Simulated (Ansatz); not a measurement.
# What LiY (built on the sites of a database entry of LiIn) distorts into, part 3 of 3

Which phase does LiY (built on the sites of a database entry of LiIn) fall into along its unstable mode, and how much energy does it gain?

Ansatz 0.2.0; DFT PBEsol, scalar-relativistic, plane waves, PAW.

So far. Step 5 (Energy along the mode, all amplitudes (two of the runs …): The lowest of the steps tried is at 0.45 Å, 29.6 meV/atom below the parent; the bottom of the well need not coincide with a step. Step 7 (The new phase in its own primitive cell): The largest force component left is 0.53 meV/Å and the pressure is -0.002 GPa, within the tolerances set. The cell now holds 25.01 Å³/atom. The relaxed cell has a, b, c = 6.249, 5.176, 6.187 Å (conventional setting).

The structure was built from a prototype and need not be the compound's stable phase.

## Step 8: Modes of the new phase, k-mesh 6×8×6

A relaxed structure may still be a saddle point, so its zone-centre modes are computed. No field response is asked, since the mesh shows no gap.

input.yaml

```yaml
crystal:
  lattice:
    - [6.2491676188, 0.0, 0.0]
    - [0.0, 5.1756949123, 0.0]
    - [0.0, 0.0, 6.1871566033]
  atoms:
    - { symbol: Li, position: [0.5850958571, 0.25, 0.6264328539] }
    - { symbol: Li, position: [0.9149041429, 0.75, 0.1264328539] }
    - { symbol: Li, position: [0.4149041429, 0.75, 0.3735671461] }
    - { symbol: Li, position: [0.0850958571, 0.25, 0.8735671461] }
    - { symbol: "Y", position: [0.6506187743, 0.25, 0.1267719426] }
    - { symbol: "Y", position: [0.8493812257, 0.75, 0.6267719426] }
    - { symbol: "Y", position: [0.3493812257, 0.75, 0.8732280574] }
    - { symbol: "Y", position: [0.1506187743, 0.25, 0.3732280574] }
kpoints:
  mp_grid: { grid: [6, 8, 6] }
hamiltonian:
  xc: pbesol
scf:
  occupations: { method: methfessel_paxton, width: 0.2 }
output:
  eigenvalues: true
phonons:
  method: dfpt
```

Started as:

```
$ ansatz run input.yaml --threads 4 --pin off --max-ram 14336MiB --backend cpu --events-out ev --progress --plain --runs-dir out
```

Numbers of over 12 decimals in the logs are rounded to 6 here.

The log of the run:

```text
zone centre: on kpoints.mp_grid the ground state, and the responses unless they are solved on pairs of k-points, stand on 100 of the mesh's 288 k-points, reduced under 2 symmetry operations, with k and −k counted as one. Each operation leaves every solved displacement unchanged or reverses it
[...]
Crystal: 8 atoms, lattice volume = 200.116 Å³
Basis set: ecut = 420 eV, 3901 PW (Γ), exchange–correlation on 96×72×96 points (8 copies of the dense FFT grid, shifted against one another)
Bands: 36, of which v1, the nominal top of the filled ones, is band 28 counted from 1 (27 counted from 0)
Symmetry: 8 space group operations
k-points: 100 of 288 (irreducible under 2 space group operations, time reversal used)
[...]
SCF iter   1: F=—  HF=-15990.572128 eV  |F-HF|=—  |Δ(HF+E_count)|=         —  Δρ=4.39e-3  dr2=9.63e-2  ethr=1.77e-3  ⟨swp⟩=6.6  Hψ=15891  notcnv=0
[...]
SCF iter  10: F=-15990.558375 eV  HF=-15990.558375 eV  |F-HF|=1.82e-12  |Δ(HF+E_count)|=  5.46e-12  S|Δr|=    0.00e0  Δρ=1.35e-8  dr2=4.53e-13  ethr=1.00e-12  ⟨swp⟩=5.3  Hψ=13818  notcnv=0
SCF 1 converged in 10 iterations: F = -15990.558375 eV  dr2 = 4.53e-13
[...]
DFPT response loops at Γ: preconditioner auto → Kerker (q_TF=auto, 2.207 Å⁻¹) (partly filled bands, converged f_vac=0.000); β = 1.00, the filter's whole step (`scf.mixing.beta` (0.50) is not read by the response loops under this deck's `scf.mixing.preconditioner`; to damp them name `kerker` or `kerker_dos`, under which they read `scf.mixing.beta`, and type it under 1.00, their step now; both keys bind the ground state too); Broyden in place of MSR1
SCF converged after 10 iterations
[...]
Free energy (F): -15990.558375 eV
[...]
Internal energy: -15990.557690 eV  (E = F + TS)
E sigma→0 (E₀):  -15990.558204 eV
Entropy (-TS):   -0.000684 eV (-0.086 meV/atom)
Fermi energy:    6.569738 eV
[...]
--- Band table (eV; the first three rows and the last of 100) ---
  k-point 0: bands = [... 24 lower, 5.8445, 5.8918, 6.2661, 6.8307, 6.9010, 7.0533, 7.1447, 7.1550, ... 4 higher]
  k-point 1: bands = [... 24 lower, 5.7595, 6.2108, 6.2825, 6.7274, 6.7704, 6.9050, 6.9992, 7.1294, ... 4 higher]
  k-point 2: bands = [... 24 lower, 5.9481, 6.1452, 6.4128, 6.6853, 6.7108, 6.8387, 6.9448, 7.0330, ... 4 higher]
  k-point 99: bands = [... 24 lower, 5.7561, 5.7561, 5.7561, 5.7561, 6.8397, 6.8397, 6.8397, 6.8397, ... 4 higher]
--- Phonons (Γ-DFPT): 6 representative perturbations + reference, on 100 of 288 k-points (Σ response iterations 18) ---
  k mesh reduced under 2 symmetry operations, with k and −k counted as one. Each operation leaves every solved displacement unchanged or reverses it
  ASR residual: 1.039e-5 → 0.000e0 eV/Å²; symmetrization residual: 7.000e-6 eV/Å²
  ASR residual per site (eV/Å²): 1.04e-5 1.04e-5 1.04e-5 1.04e-5 8.97e-6 8.97e-6 8.97e-6 8.97e-6
  Γ frequencies (cm⁻¹): -50.28 -38.71 0.00 0.00 0.00 62.97 71.88 79.24 87.23 104.10 107.63 121.61 224.95 240.95 241.19 241.36 283.83 309.45 311.89 312.51 317.84 322.95 334.01 335.79
  non-analytic LO–TO correction: not included (Born effective charges unavailable; polar crystals: no LO–TO splitting at Γ)
```

Elapsed: 2.8 min, on 4 threads of Arm Neoverse V1, shared host; peak memory 2.6 GiB; 11 min of CPU time.

This step gave:

```yaml
sum_rule_residual_before_enforcement: 1.04e-5 eV/Å²
point_group: mmm
highest_optical_mode_at_the_zone_centre_no_lo_to_term: 335.8 cm⁻¹
lowest_optical_zone_centre_mode: -50.28 cm⁻¹
```

Patterns of degenerate modes are one choice out of their space. The modes at Γ (shares of kinetic energy by element, %) (negative means imaginary):

```
mode  frequency (cm⁻¹)  symmetry  Li %  Y %
   1             -50.3       B3u    12   88
   2             -38.7       B2g     5   95
   3               0.0  acoustic     7   93
   4               0.0  acoustic     7   93
   5               0.0  acoustic     7   93
   6              63.0       B1g     6   94
   7              71.9        Ag     2   98
   8              79.2        Au     1   99
   9              87.2        Ag     4   96
  10             104.1       B1u     7   93
  11             107.6       B3g     2   98
  12             121.6       B2g     1   99
  13             224.9       B1u    93    7
  14             240.9       B3u    88   12
  15             241.2        Ag    97    3
  16             241.4       B2g    99    1
  17             283.8        Au    99    1
  18             309.4       B3u    93    7
  19             311.9       B2u    93    7
  20             312.5       B1g    94    6
  21             317.8       B1u    92    8
  22             322.9       B2g    95    5
  23             334.0        Ag    97    3
  24             335.8       B3g    98    2
```

Displacements in mode 1 (-50.3 cm⁻¹), the largest set to 1:
```
Li1  0.60  0.00 -1.00
Li2  0.60  0.00  1.00
Li3  0.60  0.00 -1.00
Li4  0.60  0.00  1.00
Y5  -0.05  0.00 -0.90
Y6  -0.05  0.00  0.90
Y7  -0.05  0.00 -0.90
Y8  -0.05  0.00  0.90
```

Displacements in mode 19 (311.9 cm⁻¹), the largest set to 1:
```
Li1  0.00  1.00  0.00
Li2  0.00  1.00  0.00
Li3  0.00  1.00  0.00
Li4  0.00  1.00  0.00
Y5   0.00 -0.08  0.00
Y6   0.00 -0.08  0.00
Y7   0.00 -0.08  0.00
Y8   0.00 -0.08  0.00
```

Before it was imposed, the acoustic sum rule was missed by 1.0e-5 eV/Å². Small misses are needed for a sound result but don't prove that mesh and cutoff are converged. The lowest optical mode is imaginary, 50.3i cm⁻¹, so the energy falls along it.

## Step 9: What came out

| Property | Result |
| --- | --- |
| unstable mode of the parent | q = (0, -0.5, -0.5), 61i cm⁻¹ |
| depth at the lowest point sampled | 29.6 meV/atom |
| largest atomic shift at that point | 0.45 Å |
| space group reached (within 0.01 Å) | Pnma |
| energy gained over the parent (first relaxation, on the mesh of the frozen mode) | 94.5 meV/atom |
| volume per atom, phase reached | 25.0 Å³ |
| lowest optical zone-centre mode, phase reached | -50.3 cm⁻¹ |
| highest optical mode at the zone centre (no LO-TO term), phase reached | 336 cm⁻¹ |

Along this mode the structure falls into Pnma, 94.5 meV/atom below the parent. At the parent's cell the well is 29.55 meV/atom deep on the steps tried, with its lowest point at a shift of 0.45 Å. Relaxing atoms and cell changes the gain by +64.90 meV/atom against the lowest step (energies at zero smearing). Most of the total comes from this relaxation. The new phase still has an imaginary mode at the zone centre of its cell, so it is a saddle point on the way to a lower structure. Of the 6 patterns followed to their end from this parent, this one reaches the lowest energy. Each path keeps the symmetry of its pattern, so a lower phase may lie along a pattern not tried. With no gap, or one that is small against the smearing, the frequencies hang on the k mesh and the smearing, most of all near Kohn anomalies. The starting cell was built on a prototype and not taken from a measurement, so the phase need not exist.

[Logs are printed without paths, hosts, clocks, repeated set-up lines and the standing remarks that a program may print on its own settings, such as how far it seeks lower states.]

[Hosts, paths, dates, database ids (printed as entryN), source tags and the programs' standing remarks are cut or masked in the printed files.]
